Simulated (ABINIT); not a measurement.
# KMgH3 (Pm-3m): G0W0 in ABINIT against the bands in the self-energy, part 2 of 2

Aim: move the bands in the self-energy of a G0W0 run on KMgH3 (Pm-3m) over a wide range.

ABINIT 10.8.3; LDA and many-body steps on it, plane waves. Known limits of the many-body steps: not at the basis limit; coarse k mesh.

So far. Step 2 (Screening, 2×2×2 mesh, 116 bands, screening to 176.9 eV): Local fields lower ε∞ by 11 %. On a Γ-centred mesh this coarse the value itself is usually too large, while a short band sum pulls it down.

**5. 37 bands**

Level of this step: G0W0 on LDA, plane waves, norm-conserving pseudopotentials (ABINIT).

The self-energy is evaluated for the states that the input lists, and the levels follow from it, in one-shot runs by the linearised quasiparticle equation.

Input file run.abi:

```
acell 3*1.0 Angstrom
rprim 
  4.025000000000 0.000000000000 0.000000000000
  0.000000000000 4.025000000000 0.000000000000
  0.000000000000 0.000000000000 4.025000000000
ntypat 3
znucl 19 12 1
natom 5
typat 1 2 3 3 3
xred 
  0.000000000000 0.000000000000 0.000000000000
  0.500000000000 0.500000000000 0.500000000000
  0.000000000000 0.500000000000 0.500000000000
  0.500000000000 0.000000000000 0.500000000000
  0.500000000000 0.500000000000 0.000000000000
pp_dirpath "pseudos"
pseudos "K.upf, Mg.upf, H.upf"
ecut 38
ngkpt 2 2 2
nshiftk 1
shiftk 0 0 0
kptopt 1
chksymbreak 0
istwfk *1
occopt 1
irdwfk 1
optdriver 4
nband 37
gwcalctyp 0
ecutsigx 38
symsigma 1
nkptgw 3
kptgw 
  0.5000000000 0.0000000000 0.0000000000
  0.5000000000 0.5000000000 0.5000000000
  0.0000000000 0.0000000000 0.0000000000
bdgw 
  10 13
  9 15
  10 14
ecuteps 6.5
irdscr 1
ppmodel 1
indata_prefix "in"
outdata_prefix "out"
tmpdata_prefix "tmp"
```

The run is started by

```bash
OMP_NUM_THREADS=1 mpirun -n 4 abinit run.abi > log
```

The program printed:

```text
.Version 10.8.3 of ABINIT. v10.8.2 released Aug 2026.

 Symmetries : space group Pm -3 m (#221); Bravais cP (primitive cubic)
[... echo of the input left out ...]
== DATASET  1 ==================================================================
-   mpi_nproc: 4, omp_nthreads: 1 (-1 if OMP is not activated)

--- !DatasetInfo
iteration_state: {dtset: 1, }
dimensions: {natom: 5, nkpt: 4, mband: 37, nsppol: 1, nspinor: 1, nspden: 1, mpw: 4950, }
cutoff_energies: {ecut:  38.0, pawecutdg:  -1.0, }
[...]
Band     E0 <VxcDFT>   SigX SigC(E0)      Z dSigC/dE  Sig(E)    E-E0       E
[...]
13   7.350  -9.313  -4.160  -3.399   0.817  -0.225  -7.881   1.432   8.782
       14   7.350  -9.313  -4.160  -3.399   0.817  -0.225  -7.881   1.432   8.782

== END DATASET(S) ==============================================================
================================================================================

 -outvars: echo values of variables after computation  --------
           etotal      0.0000000000E+00
            nband          37
             nkpt           4
          spgroup         221
 [... the other variables as echoed above ...]

 Calculation completed.
```

It took 7.8 s on 4 MPI ranks of Arm Neoverse V1, shared host; peak memory 0.73 GiB; 31 s of CPU time.

Numbers from this step:

| Item | Value |
| --- | --- |
| G0W0 gap on the points computed | 4.114 eV |
| starting gap on the mesh | 2.048 eV |
| k of the valence top | 0.5, 0, 0 |
| k of the conduction bottom | 0.5, 0.5, 0.5 |
| least direct G0W0 gap on the computed points | 6.397 eV |

The gap on the mesh goes from 2.05 eV to 4.11 eV, a correction of +2.07 eV.

**6. 73 bands**

run.abi: that of step 5 with these lines changed.

```diff
@@ -27,3 +27,3 @@
 optdriver 4
-nband 37
+nband 73
 gwcalctyp 0
```

The program printed:

```text
.Version 10.8.3 of ABINIT. v10.8.2 released Aug 2026.

 Symmetries : space group Pm -3 m (#221); Bravais cP (primitive cubic)
[... echo of the input left out ...]
== DATASET  1 ==================================================================
-   mpi_nproc: 4, omp_nthreads: 1 (-1 if OMP is not activated)

--- !DatasetInfo
iteration_state: {dtset: 1, }
dimensions: {natom: 5, nkpt: 4, mband: 73, nsppol: 1, nspinor: 1, nspden: 1, mpw: 4950, }
cutoff_energies: {ecut:  38.0, pawecutdg:  -1.0, }
[...]
Band     E0 <VxcDFT>   SigX SigC(E0)      Z dSigC/dE  Sig(E)    E-E0       E
[...]
13   7.350  -9.313  -4.160  -3.752   0.812  -0.231  -8.175   1.138   8.488
       14   7.350  -9.313  -4.160  -3.752   0.812  -0.231  -8.175   1.138   8.488

== END DATASET(S) ==============================================================
================================================================================

 -outvars: echo values of variables after computation  --------
           etotal      0.0000000000E+00
            nband          73
             nkpt           4
          spgroup         221
 [... the other variables as echoed above ...]

 Calculation completed.
```

Elapsed: 12 s, on 4 MPI ranks; peak memory 0.74 GiB.

Numbers from this step:

* G0W0 gap on the points computed: 4.2 eV
* starting gap on the mesh: 2.048 eV
* k of the valence top: 0.5, 0, 0
* k of the conduction bottom: 0.5, 0.5, 0.5
* least direct G0W0 gap on the computed points: 6.397 eV

Against the run before, the gap moves by +0.086 eV.

**7. 116 bands**

run.abi: that of step 6 with these lines changed.

```diff
@@ -27,3 +27,3 @@
 optdriver 4
-nband 73
+nband 116
 gwcalctyp 0
```

The program printed:

```text
.Version 10.8.3 of ABINIT. v10.8.2 released Aug 2026.

 Symmetries : space group Pm -3 m (#221); Bravais cP (primitive cubic)
[... echo of the input left out ...]
== DATASET  1 ==================================================================
-   mpi_nproc: 4, omp_nthreads: 1 (-1 if OMP is not activated)

--- !DatasetInfo
iteration_state: {dtset: 1, }
dimensions: {natom: 5, nkpt: 4, mband: 116, nsppol: 1, nspinor: 1, nspden: 1, mpw: 4950, }
cutoff_energies: {ecut:  38.0, pawecutdg:  -1.0, }
[...]
Band     E0 <VxcDFT>   SigX SigC(E0)      Z dSigC/dE  Sig(E)    E-E0       E
[...]
13   7.350  -9.313  -4.160  -3.851   0.811  -0.233  -8.256   1.056   8.407
       14   7.350  -9.313  -4.160  -3.851   0.811  -0.233  -8.256   1.056   8.407

== END DATASET(S) ==============================================================
================================================================================

 -outvars: echo values of variables after computation  --------
           etotal      0.0000000000E+00
            nband         116
             nkpt           4
          spgroup         221
 [... the other variables as echoed above ...]

 Calculation completed.
```

Wall time 17 s (4 MPI ranks); peak memory 0.76 GiB.

Numbers from this step:

```yaml
g0w0_gap_on_the_points_computed: 4.238 eV
starting_gap_on_the_mesh: 2.048 eV
k_of_the_valence_top: 0.5, 0, 0
k_of_the_conduction_bottom: 0.5, 0.5, 0.5
least_direct_g0w0_gap_on_the_computed_points: 6.405 eV
```

Against the run before, the gap moves by +0.038 eV.

**8. The runs together**

Times are wall times on 4 MPI ranks of Arm Neoverse V1, shared host, good to a factor of about two. A run's time includes the screening step that it read.

| run | mesh | bands | screening cutoff (eV) | DFT gap (eV) | gap on the mesh (eV) | direct (eV) | ε∞ used | time |
| --- | --- | --- | --- | --- | --- | --- | --- | --- |
| 19 bands | 2×2×2 | 19 | 176.9 | 2.048 | 4.174 | 6.585 | 4.40 | 14 s |
| 20 bands | 2×2×2 | 20 | 176.9 | 2.048 | 4.162 | 6.572 | 4.40 | 14 s |
| 37 bands | 2×2×2 | 37 | 176.9 | 2.048 | 4.114 | 6.397 | 4.40 | 17 s |
| 73 bands | 2×2×2 | 73 | 176.9 | 2.048 | 4.200 | 6.397 | 4.40 | 21 s |
| 116 bands | 2×2×2 | 116 | 176.9 | 2.048 | 4.238 | 6.405 | 4.40 | 25 s |

**9. What came out**

| Property | Result |
| --- | --- |
| 19 bands | 4.174 eV |
| 20 bands | 4.162 eV |
| 37 bands | 4.114 eV |
| 73 bands | 4.200 eV |
| 116 bands | 4.238 eV |
| known limits | not at the basis limit; coarse k mesh |

The setting moved: bands in the self-energy. From 19 bands to 116 bands the gap moves by +0.06 eV, not steadily: it passes through 4.11 eV. The last step still moves it by +0.038 eV. Bands and screening cutoff are coupled, so a series along one setting does not show full convergence. Bands and cutoff are finite, so the gap is not at the basis limit. The miss can reach some tenths of an eV and take either sign; the mesh is an error of its own. In the G0W0 runs levels were corrected at 3 k points alone, so a gap called «on the mesh» is the least over those, and an edge elsewhere would be missed. The 2×2×2 mesh is coarse for this cell, which bears on the long-range parts of exchange and screening. This is the ideal cubic cell; many perovskites, halides above all, are cubic only on average, and local tilts or off-centring can widen the gap.

[Paths, hosts, dates, memory and timing lines, banners, echoed tables and standing remarks are left out of the program output.]

[Logs are printed without paths, hosts, clocks, repeated set-up lines and the standing remarks that a program may print on its own settings, such as how far it seeks lower states.]

[Runs of the session that timed out or met a known fault of the program may be left out.]

[Hosts, paths, dates, database ids (printed as entryN), source tags and the programs' standing remarks are cut or masked in the printed files.]

[G0W0 gaps are taken among the corrected bands and points alone; a level outside them can change the order at an edge.]

[Where Ansatz stands beside ABINIT at settings called matched, ABINIT's density can come from a denser mesh and the files from another edition; pairs whose starting gaps differed by over 0.03 eV were left out, so agreement reads better than it is.]
